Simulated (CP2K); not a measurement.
Two runs for the N K edge of azetidine. Run A: CP2K XAS_TDP, all-electron GAPW, PBEh(45%), aug-cc-pVDZ, TDA, no relativity. Run B differs in one setting.

First lines with a strength over 0.0015. A:

```csv
atom,energy (eV),states,"strength, one atom"
N3 (bonded to 2 C and H),397.67,1,0.0092
,398.66,1,0.0046
,398.68,1,0.0157
,399.70,1,0.0146
,399.82,1,0.0015
```

B:

```csv
atom,energy (eV),states,"strength, one atom"
N3 (bonded to 2 C and H),402.79,1,0.0090
,403.78,1,0.0045
,403.80,1,0.0155
,404.82,1,0.0144
,404.94,1,0.0015
```

**Question.** Which was it: the functional, scalar relativity switched on, the basis, GW2X switched on?

GW2X switched on. GW2X shifts an atom's lines together and keeps their spacings. Against PBEh(45%) in aug-cc-pVDZ, the leading line moves by +5.12 eV, to 402.79 eV.

[Banner, clock and machine lines of the logs are left out without a mark of their own.]

[Logs are printed without paths, hosts, clocks, repeated set-up lines and the standing remarks that a program may print on its own settings, such as how far it seeks lower states.]

[Hosts, paths, dates, database ids (printed as entryN), source tags and the programs' standing remarks are cut or masked in the printed files.]
